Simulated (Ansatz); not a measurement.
# A convergence test on NbInO4 (P2/c): k mesh of the density

Wanted: the cheapest k mesh of the density that holds the r2SCAN gap of NbInO4 (P2/c).

Calculated with Ansatz 0.2.0; DFT, r2SCAN, plane waves, PAW.

This is a report of a sequence of runs, with the program logs left out and the cost of each run kept.

### Step 1. Starting point

The structure is monoclinic, space group P2/c (No. 13). The conventional cell has a = 4.835 Å, b = 5.771 Å, c = 5.144 Å, α = 90.00°, β = 91.13°, γ = 90.00°. Nb has 6 O at 1.88 to 2.15 Å nearest. In has 6 O at 2.10 to 2.23 Å nearest. Nearest to O lie 1 Nb at 1.88 Å and 2 In at 2.15 to 2.23 Å. Nearest to O lie 2 Nb at 1.98 to 2.15 Å and 1 In at 2.10 Å. Farther neighbours, and contacts between anions beyond the nearest, are not listed.

The cell and positions come from the Crystallography Open Database and are kept as given unless a step says otherwise. The default PAW set here is soft_2. Its files were made with PBE.

### Step 2. k mesh of the density: 2×2×2

File input.yaml:

```yaml
crystal:
  lattice:
    - [4.8355, 0.0, 0.0]
    - [0.0, 5.7709, 0.0]
    - [-0.1014445258, 0.0, 5.1429996119]
  atoms:
    - { symbol: Nb, position: [0.0, 0.1779, 0.25] }
    - { symbol: Nb, position: [0.0, 0.8221, 0.75] }
    - { symbol: In, position: [0.5, 0.6825, 0.25] }
    - { symbol: In, position: [0.5, 0.3175, 0.75] }
    - { symbol: O, position: [0.26, 0.618, 0.901] }
    - { symbol: O, position: [0.74, 0.618, 0.599] }
    - { symbol: O, position: [0.74, 0.382, 0.099] }
    - { symbol: O, position: [0.26, 0.382, 0.401] }
    - { symbol: O, position: [0.217, 0.898, 0.438] }
    - { symbol: O, position: [0.783, 0.898, 0.062] }
    - { symbol: O, position: [0.783, 0.102, 0.562] }
    - { symbol: O, position: [0.217, 0.102, 0.938] }
kpoints:
  mp_grid: { grid: [2, 2, 2] }
  band_path:
    path:
      - [0.0, 0.0, 0.0]
      - [0.0, 0.5, 0.0]
      - [0.0, 0.5, 0.5]
      - [0.0, 0.0, 0.5]
      - [-0.5, 0.0, 0.5]
      - [-0.5, 0.5, 0.5]
      - [-0.5, 0.5, 0.0]
      - [-0.5, 0.0, 0.0]
      - [0.3333333333, 0.0, -0.25]
      - [0.1666666667, 0.0, -0.5]
    npoints: 1
hamiltonian:
  xc: r2scan
scf:
  occupations: { method: fixed }
  n_extra_bands: 8
output:
  eigenvalues: true
  forces: true
  stress: true
```

Started as:

```bash
ansatz run input.yaml --threads 24 --pin off --max-ram 82944MiB --backend cuda --events-out ev --progress --plain --runs-dir out --devices 1 --max-vram 78GiB
```

Run time: 1.2 s. Hardware: 1 × NVIDIA GB200 (shared by 2 runs) with 24 threads of Arm Neoverse V2, shared host; peak memory 1.1 GiB.

Numbers from this step:

```
pressure             : 1.959 GPa
gap                  : 3.794 eV
valence top at       : k = (0.333, 0.000, -0.250)
conduction bottom at : k = (0.167, 0.000, -0.500)
least direct gap     : 3.932 eV
```

The gap is indirect, with the least direct gap 0.14 eV higher.

### Step 3. k mesh of the density: 4×2×2

Changes to input.yaml since step 2:

```diff
@@ -19,3 +19,3 @@
 kpoints:
-  mp_grid: { grid: [2, 2, 2] }
+  mp_grid: { grid: [4, 2, 2] }
   band_path:
```

The job ended after 1.3 s (1 × NVIDIA GB200 (shared by 2 runs) with 24 threads; peak memory 1.1 GiB; 4.8 s of CPU time).

Read from the output:

```yaml
pressure: 1.989 GPa
gap: 3.795 eV
valence_top_at: k = (0.333, 0.000, -0.250)
conduction_bottom_at: k = (0.167, 0.000, -0.500)
least_direct_gap: 3.936 eV
```

The gap is 3.795 eV, +0.002 eV from the run before at this level.

### Step 4. k mesh of the density: 6×4×4 (the default)

Changes to input.yaml since step 3:

```diff
@@ -19,3 +19,3 @@
 kpoints:
-  mp_grid: { grid: [4, 2, 2] }
+  mp_grid: { grid: [6, 4, 4] }
   band_path:
@@ -26,9 +26,10 @@
       - [0.0, 0.0, 0.5]
+      - [0.0, 0.0, 0.0]
       - [-0.5, 0.0, 0.5]
       - [-0.5, 0.5, 0.5]
+      - [0.0, 0.5, 0.0]
       - [-0.5, 0.5, 0.0]
       - [-0.5, 0.0, 0.0]
-      - [0.3333333333, 0.0, -0.25]
-      - [0.1666666667, 0.0, -0.5]
-    npoints: 1
+      - [0.0, 0.0, 0.0]
+    npoints: 10
 hamiltonian:
@@ -36,3 +37,3 @@
 scf:
-  occupations: { method: fixed }
+  occupations: { method: fermi_dirac, width: 0.02 }
   n_extra_bands: 8
```

The job ended after 2.7 s (1 × NVIDIA GB200 (shared by 2 runs) with 24 threads; peak memory 1.1 GiB; 7.7 s of CPU time).

Read from the output:

```yaml
pressure: 1.986 GPa
gap: 3.797 eV
valence_top_at: k = (0.333, 0.000, -0.250)
conduction_bottom_at: k = (0.167, 0.000, -0.500)
least_direct_gap: 3.939 eV
```

The gap is 3.797 eV, +0.001 eV from the run before at this level.

### Step 5. k mesh of the density: 8×6×6

Changes to input.yaml since step 4:

```diff
@@ -19,3 +19,3 @@
 kpoints:
-  mp_grid: { grid: [6, 4, 4] }
+  mp_grid: { grid: [8, 6, 6] }
   band_path:
@@ -26,10 +26,9 @@
       - [0.0, 0.0, 0.5]
-      - [0.0, 0.0, 0.0]
       - [-0.5, 0.0, 0.5]
       - [-0.5, 0.5, 0.5]
-      - [0.0, 0.5, 0.0]
       - [-0.5, 0.5, 0.0]
       - [-0.5, 0.0, 0.0]
-      - [0.0, 0.0, 0.0]
-    npoints: 10
+      - [0.3333333333, 0.0, -0.25]
+      - [0.1666666667, 0.0, -0.5]
+    npoints: 1
 hamiltonian:
@@ -37,3 +36,3 @@
 scf:
-  occupations: { method: fermi_dirac, width: 0.02 }
+  occupations: { method: fixed }
   n_extra_bands: 8
```

Wall time 2 s (1 × NVIDIA GB200 (shared by 2 runs) with 24 threads); peak memory 1.1 GiB.

Numbers from this step:

```
pressure             : 1.986 GPa
gap                  : 3.797 eV
valence top at       : k = (0.333, 0.000, -0.250)
conduction bottom at : k = (0.167, 0.000, -0.500)
least direct gap     : 3.939 eV
```

The gap is 3.797 eV, as in the run before at this level.

### Step 6. The series

Differences are against the last row; a negative gap means that bands overlap, and a run with a band path holds that path's time. Times are wall times on 1 × NVIDIA GB200 (shared by 2 runs) with 24 threads of Arm Neoverse V2, shared host, good to a factor of about two.

| k mesh of the density | gap (eV) | direct gap (eV) | gap error (eV) | energy error (meV/atom) | irreducible k | time |
| --- | --- | --- | --- | --- | --- | --- |
| 2×2×2 | 3.794 | 3.932 | −0.003 | +2.5 | 8 | 1.2 s |
| 4×2×2 | 3.795 | 3.936 | −0.001 | +1.6 | 12 | 1.3 s |
| 6×4×4 | 3.797 | 3.939 | +0.000 | +0.0 | 42 | 2.7 s |
| 8×6×6 | 3.797 | 3.939 | +0.000 | +0.0 | 104 | 2 s |

### Step 7. Summary of results

* 2×2×2: 3.794 eV
* 4×2×2: 3.795 eV
* 6×4×4: 3.797 eV
* 8×6×6: 3.797 eV

What this shows: The gap holds to 0.02 eV from 2×2×2 on, the cheapest setting tried. At 2×2×2 the gap is off by −0.003 eV and the energy by +3 meV/atom. The gap is read over the mesh and added points near the edges, so meshes differ mainly through the density and, for a hybrid, the exchange operator.

[Long decimals in the printed logs are rounded to 6 places.]

[Logs are printed without paths, hosts, clocks, repeated set-up lines and the standing remarks that a program may print on its own settings, such as how far it seeks lower states.]

[Paths, hosts, dates, memory and timing lines, banners, echoed tables and standing remarks are left out of the program output; an Ansatz launch command may be rebuilt from the run's recorded settings. Measured values are a selection of at most five: reports struck by readers or far from the other reports are left out. None is set beside runs whose start may be inverted or whose files or cutoffs have a known fault.]

[Runs of the session that timed out or met a known fault of the program may be left out.]

[Cells called generated may have been cut or substituted from an entry of the Crystallography Open Database or the Materials Project.]

[Hosts, paths, dates, database ids (printed as entryN), source tags and the programs' standing remarks are cut or masked in the printed files.]

[Where the starting crystal was built by hand or by swapping elements, it need not be the compound's stable phase.]
